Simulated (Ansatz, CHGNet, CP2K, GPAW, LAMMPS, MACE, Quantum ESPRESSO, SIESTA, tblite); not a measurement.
# Amorphous Ge (61 atoms) in SIESTA, part 2 of 2

How do the settings of SIESTA change the result for amorphous Ge (61 atoms)? A plane-wave run serves as the yardstick.

Program: SIESTA 5.4.2; the method stands at each step. Banners, paths, timers and routine set-up lines are dropped from the logs unmarked, and long logs keep their key lines alone; longer cuts are marked. The potentials were converted by us to PSML.

So far. Step 2 (PBE, DZP, shift 0.01 Ry, mesh 300 Ry): Forces lie 34 % from the reference's, at 0.68 times its CPU time (on 1 against 4 cores). Step 3 (PBE, SZ, shift 0.01 Ry, mesh 300 Ry): Against the first run (34 %), the force difference from the reference is 83 %, at 0.24 times the CPU time, with 549 basis functions against 1098: the smaller basis costs accuracy.

## 4. PBE, TZP, shift 0.01 Ry, mesh 300 Ry

Method: Kohn-Sham DFT, PBE, PseudoDojo 0.4.1 norm-conserving pseudopotentials (converted to PSML), numerical atomic orbitals (TZP), diagonalisation.

The input, input.fdf:

```
SystemLabel cell
NumberOfAtoms 61
NumberOfSpecies 1
%block ChemicalSpeciesLabel
  1 32 Ge
%endblock ChemicalSpeciesLabel
LatticeConstant 1.0 Ang
%block LatticeVectors
  10.64970 0.00000 0.00000
  0.00000 10.64970 0.00000
  0.00000 0.00000 10.64970
%endblock LatticeVectors
PAO.BasisSize TZP
PAO.EnergyShift 0.01 Ry
XC.Functional GGA
XC.Authors PBE
MeshCutoff 300 Ry
%block kgrid_Monkhorst_Pack
  1 0 0 0.0
  0 1 0 0.0
  0 0 1 0.0
%endblock kgrid_Monkhorst_Pack
SolutionMethod diagon
OccupationFunction FD
ElectronicTemperature 580 K
SCF.Mixer.Method Pulay
SCF.Mixer.Weight 0.05
SCF.Mixer.History 8
SCF.Mix Hamiltonian
MaxSCFIterations 300
SCF.DM.Tolerance 1e-04
SCF.H.Tolerance 1.0e-3 eV
WriteForces T
Write.HirshfeldPop T
Write.VoronoiPop T
Write.DM F
Write.H F
XML.Write F
AtomicCoordinatesFormat Fractional
%block AtomicCoordinatesAndAtomicSpecies
[... 61 atom lines left out: the same atoms as in the first run ...]
%endblock AtomicCoordinatesAndAtomicSpecies
```

Launch:

```sh
$ OMP_NUM_THREADS=1 mpirun -np 2 siesta < input.fdf > output.txt
```

The program printed:

```text
Version         : 5.4.2
reinit: System Name:
reinit: System Label: cell
initatom: Reading input for the pseudopotentials and atomic orbitals ----------
Species number:   1 Atomic number:   32 Label: Ge
Ground state valence configuration (from tables):   4s02  4p02  4d00  4f00
---- Processing specs for species: Ge
GGA--PBE XC_GGA_X_PBE--XC_GGA_C_PBE pb
Semicore shell(s) with 10 electrons included in the valence for Ge
Semicore shell(s): 3d
Fallback to non-perturbative polarization scheme for Ge
Please see the manual if this is not desired in principle
Ge pseudopotential only contains V_ls up to l=2 -- lmxkb reset.
Using PAO.SplitTailNorm
%block ChemicalSpeciesLabel
    1   32 Ge                      # Species index, atomic number, species label
%endblock ChemicalSpeciesLabel
[... lines left out ...]
Total number of electrons:   854.000000
[... lines left out ...]
stepf: Fermi-Dirac step function
        iscf     Eharris(eV)        E_KS(eV)     FreeEng(eV)     dDmax    Ef(eV) dHmax(eV)
[... lines left out ...]
SCF Convergence by DM+H criterion
[... lines left out ...]
SCF cycle converged after 19 iterations
[... lines left out ...]
   Max    0.753267
[... lines left out ...]
   Max    0.753267    constrained
Stress tensor Voigt[x,y,z,yz,xz,xy] (kbar):     -125.41      -99.57     -129.01       -2.21       -2.65        4.53
[... lines left out ...]
siesta: Program's energy decomposition (eV):
siesta: Ebs     =    -19593.052992
siesta: Eions   =    148294.852537
siesta: Ena     =      2863.149050
siesta: Ekin    =    111378.606660
siesta: Enl     =    -78150.431128
siesta: DEna    =       279.611153
siesta: DUscf   =         9.146151
siesta: Ex      =    -34337.317883
siesta: Ec      =     -1921.293824
siesta: Exc     =    -36258.611707
siesta: Eharris =   -148173.382366
siesta: Etot    =   -148173.382359
siesta: FreeEng =   -148173.628774
siesta: Final energy (eV):
siesta:  Band Struct. =  -19593.052992
siesta:       Kinetic =  111378.606660
siesta:       Hartree =   42090.192433
siesta:         Exch. =  -34337.317883
siesta:         Corr. =   -1921.293824
siesta:   Exch.-corr. =  -36258.611707
siesta:  Ion-electron = -190941.460828
siesta:       Ion-ion =  -74442.108915
siesta:         Total = -148173.382359
siesta:         Fermi =      -3.756741
siesta: Stress tensor (static) (eV/Ang**3):
siesta:    -0.078272    0.002827   -0.001652
siesta:     0.002827   -0.062144   -0.001380
siesta:    -0.001652   -0.001380   -0.080519
siesta: Cell volume =       1207.847548 Ang**3
siesta: Pressure (static):
siesta:                Solid            Molecule  Units
siesta:           0.00080210          0.00086695  Ry/Bohr**3
siesta:           0.07364524          0.07959941  eV/Ang**3
siesta:         117.99268960        127.53231170  kBar
    Orbital volume contribution        =          61.184097 eV
    (Free)E + p_basis*V_orbitals       =     -148112.444677 eV
    (Free)Eharris+ p_basis*V_orbitals  =     -148112.444684 eV
Hirshfeld Atomic Populations:
Atom #   charge [q] valence [e]  Species
     1    -0.000802   14.000802  Ge
     2     0.001087   13.998913  Ge
     3    -0.013469   14.013469  Ge
[...]
--------------------
 Total     0.000068
Voronoi Atomic Populations:
Atom #   charge [q] valence [e]  Species
[...]
60     0.005329   13.994671  Ge
    61     0.017273   13.982727  Ge
--------------------
 Total     0.000068
```

Run time: 5.2 min. Hardware: 2 MPI ranks of Arm Neoverse V1, shared host; peak memory 1.9 GiB; 10 min of CPU time.

Numbers from this run, and their distance from the reference:

| Item | Value |
| --- | --- |
| r.m.s. force component | 0.3175 eV/Å |
| r.m.s. difference of force components | 81.29 meV/Å |
| longest difference of force vectors | 289.7 meV/Å |
| force difference over r.m.s. force | 29.02 % |
| slope of forces against the reference's | 1.1 |
| correlation of force components | 0.9707 |
| pressure | 11.8 GPa |
| pressure difference | 2.467 GPa |

This run lies far from the reference in forces at the same functional.

Against the first run (34 %), the force difference from the reference is 29 %, at 1.4 times the CPU time (on 2 against 1 cores), with 1342 basis functions against 1098: the larger basis brings the forces nearer.

## 5. PBE, DZP, shift 0.01 Ry, mesh 150 Ry

Method: Kohn-Sham DFT, PBE, PseudoDojo 0.4.1 norm-conserving pseudopotentials (converted to PSML), numerical atomic orbitals (DZP), diagonalisation.

Changes to input.fdf since step 4:

```diff
@@ -12,3 +12,3 @@
 %endblock LatticeVectors
-PAO.BasisSize TZP
+PAO.BasisSize DZP
 PAO.EnergyShift 0.01 Ry
@@ -16,3 +16,3 @@
 XC.Authors PBE
-MeshCutoff 300 Ry
+MeshCutoff 150 Ry
 %block kgrid_Monkhorst_Pack
```

Launch:

```sh
$ OMP_NUM_THREADS=1 siesta < input.fdf > output.txt
```

The program printed:

```text
Version         : 5.4.2
reinit: System Name:
reinit: System Label: cell
initatom: Reading input for the pseudopotentials and atomic orbitals ----------
Species number:   1 Atomic number:   32 Label: Ge
Ground state valence configuration (from tables):   4s02  4p02  4d00  4f00
---- Processing specs for species: Ge
GGA--PBE XC_GGA_X_PBE--XC_GGA_C_PBE pb
[... lines left out ...]
        iscf     Eharris(eV)        E_KS(eV)     FreeEng(eV)     dDmax    Ef(eV) dHmax(eV)
[... lines left out ...]
SCF Convergence by DM+H criterion
[... lines left out ...]
SCF cycle converged after 19 iterations
[... lines left out ...]
   Max    0.767009
[... lines left out ...]
   Max    0.767009    constrained
Stress tensor Voigt[x,y,z,yz,xz,xy] (kbar):     -138.34     -113.20     -143.35       -2.36       -2.49        3.93
[... lines left out ...]
siesta: FreeEng =   -148170.656549
[... lines left out ...]
siesta:         Fermi =      -3.739724
[... lines left out ...]
siesta:     0.002455   -0.070654   -0.001470
siesta:    -0.001551   -0.001470   -0.089475
siesta: Cell volume =       1207.847548 Ang**3
siesta: Pressure (static):
siesta:                Solid            Molecule  Units
siesta:           0.00089481          0.00095681  Ry/Bohr**3
siesta:           0.08215779          0.08785059  eV/Ang**3
siesta:         131.63128993        140.75216560  kBar
    Orbital volume contribution        =          48.982196 eV
    (Free)E + p_basis*V_orbitals       =     -148121.674353 eV
    (Free)Eharris+ p_basis*V_orbitals  =     -148121.674359 eV
Hirshfeld Atomic Populations:
Atom #   charge [q] valence [e]  Species
     1    -0.000586   14.000586  Ge
     2     0.000319   13.999681  Ge
     3    -0.013319   14.013319  Ge
[...]
--------------------
 Total     0.000062
Voronoi Atomic Populations:
Atom #   charge [q] valence [e]  Species
[...]
60     0.006740   13.993260  Ge
    61     0.017845   13.982155  Ge
--------------------
 Total     0.000062
```

Wall time 2.7 min (1 thread); peak memory 0.67 GiB.

Against the reference:

```yaml
r_m_s_force_component: 0.3261 eV/Å
r_m_s_difference_of_force_components: 95.08 meV/Å
longest_difference_of_force_vectors: 302.5 meV/Å
force_difference_over_r_m_s_force: 33.94 %
slope_of_forces_against_the_reference_s: 1.12
correlation_of_force_components: 0.9621
pressure: 13.16 GPa
pressure_difference: 3.831 GPa
energy_less_the_same_level_run_s: -42.38 meV/atom
r_m_s_force_difference_from_the_same_level_run: 27.24 meV/Å
```

This is a coarse setting, run to see what it loses.

Against the first run (34 %), the force difference from the reference is 34 %, at 0.37 times the CPU time: the change moves forces by 27 meV/Å r.m.s., so most of the difference comes from elsewhere.

## 6. The ladder

Differences are against the plane-wave reference, forces as r.m.s. over components; share is that over the reference's r.m.s. force, slope the least-squares factor from reference forces to these. Total energies of different programs have different zeros and aren't compared.

| run | Δ force, r.m.s. (meV/Å) | share (%) | slope | Δ pressure (GPa) | cores | CPU time | memory (GiB) |
| --- | --- | --- | --- | --- | --- | --- | --- |
| reference | - | - | - | - | 4 | 11 min | 3.6 |
| SIESTA PBE, DZP, shift 0.01 Ry, mesh 300 Ry | 95.6 | 34.1 | 1.127 | 3.27 | 1 | 7.2 min | 1.4 |
| SIESTA PBE, SZ, shift 0.01 Ry, mesh 300 Ry (coarse) | 231 | 82.6 | 1.399 | 8.70 | 1 | 1.7 min | 0.7 |
| SIESTA PBE, TZP, shift 0.01 Ry, mesh 300 Ry | 81.3 | 29.0 | 1.100 | 2.47 | 2 | 10 min | 1.9 |
| SIESTA PBE, DZP, shift 0.01 Ry, mesh 150 Ry (coarse) | 95.1 | 33.9 | 1.120 | 3.83 | 1 | 2.7 min | 0.67 |

Rows marked coarse were listed beforehand as settings not expected to be converged; some can still land near the reference.

CPU time is summed over cores on a shared host, where runs went side by side, so it is rough. Symmetry, cutoffs, thresholds, outputs and thread counts weren't matched or tuned between programs; memory under MPI is the largest rank's times the ranks.

Within one program, basis, potentials and functional, energies share a zero. Each run against its twin at the usual cutoff or grid and solver:

| run | twin | Δ energy (meV/atom) | Δ force, r.m.s. (meV/Å) | CPU time over the twin's |
| --- | --- | --- | --- | --- |
| SIESTA PBE, DZP, shift 0.01 Ry, mesh 150 Ry | DZP, shift 0.01 Ry, mesh 300 Ry | -42.4 | 27.2 | 0.37 |

Further runs of this program without a result: SIESTA PBE, SZP, shift 0.01 Ry, mesh 300 Ry (cut off at its time limit).

## 7. What came out

```yaml
nearest_in_forces: SIESTA PBE, TZP, shift 0.01 Ry, mesh 300 Ry, 29 %
its_cpu_time: 10 min
```

What this shows: The PBE runs in local orbitals, coarse settings apart, differ by 29 % (SIESTA PBE, TZP, shift 0.01 Ry, mesh 300 Ry) to 34 % (SIESTA PBE, DZP, shift 0.01 Ry, mesh 300 Ry); basis, grid and potentials can all enter. Runs with settings chosen to be coarse differ by 34 % (SIESTA PBE, DZP, shift 0.01 Ry, mesh 150 Ry) to 83 % (SIESTA PBE, SZ, shift 0.01 Ry, mesh 300 Ry), their programs' other errors included. Of the electronic-structure runs that take under half the reference's CPU time, SIESTA PBE, DZP, shift 0.01 Ry, mesh 150 Ry comes nearest, at 34 % in 2.7 min against 11 min; its pressure misses by +3.8 GPa. SIESTA PBE, DZP, shift 0.01 Ry, mesh 300 Ry stiffens the forces by a factor of 1.13 while following their directions (correlation 0.963). In pressure, SIESTA PBE, SZ, shift 0.01 Ry, mesh 300 Ry misses by +8.7 GPa, at the same functional. The reference's pressure holds the uncorrected Pulay stress of its 45 Ry basis, so small pressure differences, and their order, may be the reference's own error. The quench rate of 5 K/ps is many orders above laboratory rates, so the cell is likely richer in defects and strain than a real sample. The network of bonds at the start is that of the classical potential that made the cell, and needn't be the one that DFT or experiment would give. The reference's pressure of 9.3 GPa belongs to a cell and atoms that aren't relaxed at this level. The electronic-structure runs sample only Γ, in a cell whose shortest periodic width is 11 Å, which is coarse for a cell with partly filled levels.

[Also dropped from logs without a mark: logging warnings of Python, and SIESTA's first energy breakdown and zero terms.]

[Logs are printed without paths, hosts, clocks, repeated set-up lines and the standing remarks that a program may print on its own settings, such as how far it seeks lower states.]

[Hosts, paths, dates, database ids (printed as entryN), source tags and the programs' standing remarks are cut or masked in the printed files.]
